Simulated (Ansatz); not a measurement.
**La on Cu(100): change of the work function**

Wanted: Δφ(θ) for La/Cu(100), starting from the hollow site.

Main program and level: Ansatz 0.2.0; plane-wave DFT, PBE, Ansatz PAW.

Most raw output is cut from this account.

## (1) Set-up

The cell holds 4 atoms: 4 Cu. Its edges and angles: a = 2.553 Å, b = 2.553 Å, c = 23.415 Å, α = 90.0°, β = 90.0°, γ = 90.0°. Vacuum lies along c.

## (2) The clean slab

The bare slab comes first, as the zero from which every change is counted. The two lowest layers are held at bulk places and the upper ones relax. The dipole correction removes the false field that a one-sided slab makes across the periodic vacuum, so each face gets a flat vacuum level of its own.

The input, input.yaml:

```yaml
crystal:
  lattice:
    - [2.5526554801, 0.0, 0.0]
    - [0.0, 2.5526554801, 0.0]
    - [0.0, 0.0, 23.415]
  atoms:
    - { symbol: Cu, position: [0.5, 0.5, 0.3843689942] }
    - { symbol: Cu, position: [0.0, 0.0, 0.4614563314] }
    - { symbol: Cu, position: [0.5, 0.5, 0.5385436686] }
    - { symbol: Cu, position: [0.0, 0.0, 0.6156310058] }
kpoints:
  mp_grid: { grid: [12, 12, 1] }
hamiltonian:
  xc: pbe
scf:
  occupations: { method: fermi_dirac, width: 0.1 }
  convergence: { dr2_threshold: 1.0e-08 }
efield:
  axis: 3
  dipole_correction: true
  ramp_position: 0.97
  ramp_width: 0.06
relax:
  f_tol: 0.02
  max_steps: 60
  constraints: [{ sites: [0, 1] }]
output:
  write_potential: true
  write_density: true
  volumetric_format: npy
```

Launch:

```console
> ansatz run input.yaml --threads 4 --pin off --max-ram 16384MiB --backend cpu --events-out ev --progress --plain --runs-dir out
```

Elapsed: 20 s, on 4 threads of Arm Neoverse V1, shared host; peak memory 0.51 GiB; 75 s of CPU time.

The steps of the relaxation:

```
step  energy less that of the first step (eV)  largest force component (eV/Å)
   1                                   0.0000                          0.2181
   2                                  -0.0019                          0.1395
   3                                  -0.0033                          0.0021
```

Forces are held to the 8 operations that the run works with; a distortion that breaks them can't arise in this run.

The atoms that moved most (Å):

```
atom     dx     dy     dz  length
 Cu3  0.000  0.000  0.031   0.031
```

The relaxed structure:

```cif
data_structure
_symmetry_space_group_name_H-M 'P 1'
_symmetry_Int_Tables_number 1
_cell_length_a 2.5527
_cell_length_b 2.5527
_cell_length_c 23.4150
_cell_angle_alpha 90.000
_cell_angle_beta 90.000
_cell_angle_gamma 90.000
_cell_volume 152.57
loop_
_atom_site_label
_atom_site_type_symbol
_atom_site_fract_x
_atom_site_fract_y
_atom_site_fract_z
_atom_site_occupancy
Cu1 Cu 0.50000 0.50000 0.38437 1
Cu2 Cu 0.00000 0.00000 0.46146 1
Cu3 Cu 0.50000 0.50000 0.53988 1
Cu4 Cu 0.00000 0.00000 0.61576 1
```

Numbers from this step:

| Property | Result |
| --- | --- |
| energy at zero smearing | -26499.4726 eV |
| work function, upper face | 4.571 eV |
| dipole along the normal | 4.05e-4 e·Å |

Running mean over 1.805 Å of the planar mean; the ramp of the sawtooth is left out. Table of electron's electrostatic potential energy less the Fermi level by z:

```
z (Å)  electron's electrostatic potential energy less the Fermi level (eV)
  3.0                                                                 4.58
  3.5                                                                 4.58
  4.0                                                                 4.58
  4.5                                                                 4.58
  5.0                                                                 4.58
  5.5                                                                 4.57
  6.0                                                                 4.54
  6.5                                                                 4.45
  7.0                                                                 4.10
  7.5                                                                 2.70
  8.0                                                                -1.44
  8.5                                                                -6.20
  9.0                                                                -8.30
  9.5                                                                -8.63
 10.0                                                                -8.72
 10.5                                                                -8.78
 11.0                                                                -8.72
 11.5                                                                -8.54
 12.0                                                                -8.55
 12.5                                                                -8.77
 13.0                                                                -8.94
 13.5                                                                -9.00
 14.0                                                                -8.80
 14.5                                                                -8.20
 15.0                                                                -5.53
 15.5                                                               -0.619
 16.0                                                                 3.08
 16.5                                                                 4.18
 17.0                                                                 4.46
 17.5                                                                 4.54
 18.0                                                                 4.56
 18.5                                                                 4.57
 19.0                                                                 4.57
 19.5                                                                 4.57
 20.0                                                                 4.57
```

The relaxation took 3 steps and lowered the energy by 0.0033 eV; the largest force on the free atoms ends at 0.0021 eV/Å.

The work function of the upper face is 4.57 eV.

## (3) The covered slab, k-mesh 4×4×1, coverage 0.111 ML

System of this step: La/Cu(100). The cell holds 37 atoms: 36 Cu and 1 La. Its edges and angles: a = 7.658 Å, b = 7.658 Å, c = 26.407 Å, α = 90.0°, β = 90.0°, γ = 90.0°. Vacuum lies along c.

The clean slab as it ended is repeated in the plane and the adsorbate is set on one face; the cell's size fixes the coverage, and the k-mesh shrinks with it to keep the sampling density about even. Adsorbate and upper layers relax, since the dipole depends on the height.

The input, input.yaml:

```yaml
crystal:
  lattice:
    - [7.6579664403, 0.0, 0.0]
    - [0.0, 7.6579664403, 0.0]
    - [0.0, 0.0, 26.4069398202]
  atoms:
    - { symbol: Cu, position: [0.1666666667, 0.1666666667, 0.340819499] }
    - { symbol: Cu, position: [0.0, 0.0, 0.409172743] }
    - { symbol: Cu, position: [0.1666666667, 0.1666666667, 0.4787124146] }
    - { symbol: Cu, position: [0.0, 0.0, 0.5459916804] }
    - { symbol: Cu, position: [0.1666666667, 0.5, 0.340819499] }
    - { symbol: Cu, position: [0.0, 0.3333333333, 0.409172743] }
    - { symbol: Cu, position: [0.1666666667, 0.5, 0.4787124146] }
    - { symbol: Cu, position: [0.0, 0.3333333333, 0.5459916804] }
[... 25 atom lines left out ...]
    - { symbol: Cu, position: [0.6666666667, 0.6666666667, 0.409172743] }
    - { symbol: Cu, position: [0.8333333333, 0.8333333333, 0.4787124146] }
    - { symbol: Cu, position: [0.6666666667, 0.6666666667, 0.5459916804] }
    - { symbol: La, position: [0.1666666667, 0.1666666667, 0.659180501] }
kpoints:
  mp_grid: { grid: [4, 4, 1] }
hamiltonian:
  xc: pbe
scf:
  occupations: { method: fermi_dirac, width: 0.1 }
  convergence: { dr2_threshold: 1.0e-08 }
efield:
  axis: 3
  dipole_correction: true
  ramp_position: 0.97
  ramp_width: 0.06
relax:
  f_tol: 0.02
  max_steps: 60
  constraints:
    - { sites: [0, 1, 4, 5, 8, 9, 12, 13, 16, 17, 20, 21, 24, 25, 28, 29, 32, 33] }
output:
  write_potential: true
  write_density: true
  volumetric_format: npy
```

Run time: 34 min. Hardware: 4 threads; peak memory 12 GiB.

The steps of the relaxation:

```
step  energy less that of the first step (eV)  largest force component (eV/Å)
   1                                   0.0000                          2.3394
   2                                  -0.4943                          2.3253
   3                                  -0.9935                          2.0002
   4                                  -1.3413                          1.2518
   5                                  -1.5075                          0.6630
   6                                  -1.5445                          0.1732
   7                                  -1.5497                          0.0234
   8                                  -1.5498                          0.0015
```

The run keeps the 8 symmetry operations that it works with, so distortions that break them were not tested.

The atoms that moved most (Å):

```
atom      dx      dy      dz  length
La37   0.000   0.000  -0.909   0.909
Cu12   0.003   0.000   0.051   0.051
Cu28   0.000   0.003   0.051   0.051
Cu24  -0.003   0.000   0.051   0.051
Cu32   0.000  -0.003   0.051   0.051
 Cu4  -0.028  -0.028  -0.006   0.040
Cu16   0.028  -0.028  -0.006   0.040
 Cu8  -0.028   0.028  -0.006   0.040
```

The relaxed structure:

```xyz
37
Lattice="7.6580 0.0000 0.0000 0.0000 7.6580 0.0000 0.0000 0.0000 26.4069" Properties=species:S:1:pos:R:3
Cu    1.2763    1.2763    9.0000
Cu    0.0000    0.0000   10.8050
Cu    1.2763    1.2763   12.6268
Cu   -0.0278   -0.0278   14.4120
Cu    1.2763    3.8290    9.0000
Cu    0.0000    2.5527   10.8050
Cu    1.2763    3.8386   12.6355
Cu   -0.0278    2.5805   14.4120
Cu    1.2763    6.3816    9.0000
Cu    0.0000    5.1053   10.8050
Cu    1.2763    6.3720   12.6355
Cu    0.0028    5.1053   14.4692
Cu    3.8290    1.2763    9.0000
Cu    2.5527    0.0000   10.8050
Cu    3.8386    1.2763   12.6355
Cu    2.5805   -0.0278   14.4120
Cu    3.8290    3.8290    9.0000
Cu    2.5527    2.5527   10.8050
Cu    3.8402    3.8402   12.6367
Cu    2.5805    2.5805   14.4120
Cu    3.8290    6.3816    9.0000
Cu    2.5527    5.1053   10.8050
Cu    3.8402    6.3705   12.6367
Cu    2.5499    5.1053   14.4692
Cu    6.3816    1.2763    9.0000
Cu    5.1053    0.0000   10.8050
Cu    6.3720    1.2763   12.6355
Cu    5.1053    0.0028   14.4692
Cu    6.3816    3.8290    9.0000
Cu    5.1053    2.5527   10.8050
Cu    6.3705    3.8402   12.6367
Cu    5.1053    2.5499   14.4692
Cu    6.3816    6.3816    9.0000
Cu    5.1053    5.1053   10.8050
Cu    6.3705    6.3705   12.6367
Cu    5.1053    5.1053   14.4390
La    1.2763    1.2763   16.4980
```

Numbers from this step:

| Property | Result |
| --- | --- |
| energy at zero smearing | -244745.6222 eV |
| work function, upper face | 2.400 eV |
| work function, lower face | 4.554 eV |
| dipole along the normal | 0.6983 e·Å |
| step between the vacuum levels | -2.155 eV |

Running mean over 1.805 Å of the planar mean; the ramp of the sawtooth is left out. The electron's electrostatic potential energy less the Fermi level by z:

```
z (Å)  electron's electrostatic potential energy less the Fermi level (eV)
    4                                                                 4.55
    5                                                                 4.55
    6                                                                 4.52
    7                                                                 4.08
    8                                                                -1.45
    9                                                                -8.30
   10                                                                -8.72
   11                                                                -8.75
   12                                                                -8.60
   13                                                                -8.80
   14                                                                -8.69
   15                                                                -6.32
   16                                                                0.229
   17                                                                0.677
   18                                                                 1.83
   19                                                                 2.31
   20                                                                 2.38
   21                                                                 2.40
   22                                                                 2.40
   23                                                                 2.40
```

The relaxation took 8 steps and lowered the energy by 1.5 eV; the largest force on the free atoms ends at 0.0015 eV/Å.

The covered face has 2.40 eV, -2.17 eV against the clean one; the bare back face has moved by -0.03 eV, a measure of how thin the slab is.

(Part 1 of 2 ends here.)

[Logs are printed without paths, hosts, clocks, repeated set-up lines and the standing remarks that a program may print on its own settings, such as how far it seeks lower states.]

[Hosts, paths, dates, database ids (printed as entryN), source tags and the programs' standing remarks are cut or masked in the printed files.]

[Maps of the electrostatic potential energy from Ansatz leave out the sawtooth potential of an applied field or a dipole correction, so their vacuum need not be flat; planar profiles and work functions include it.]
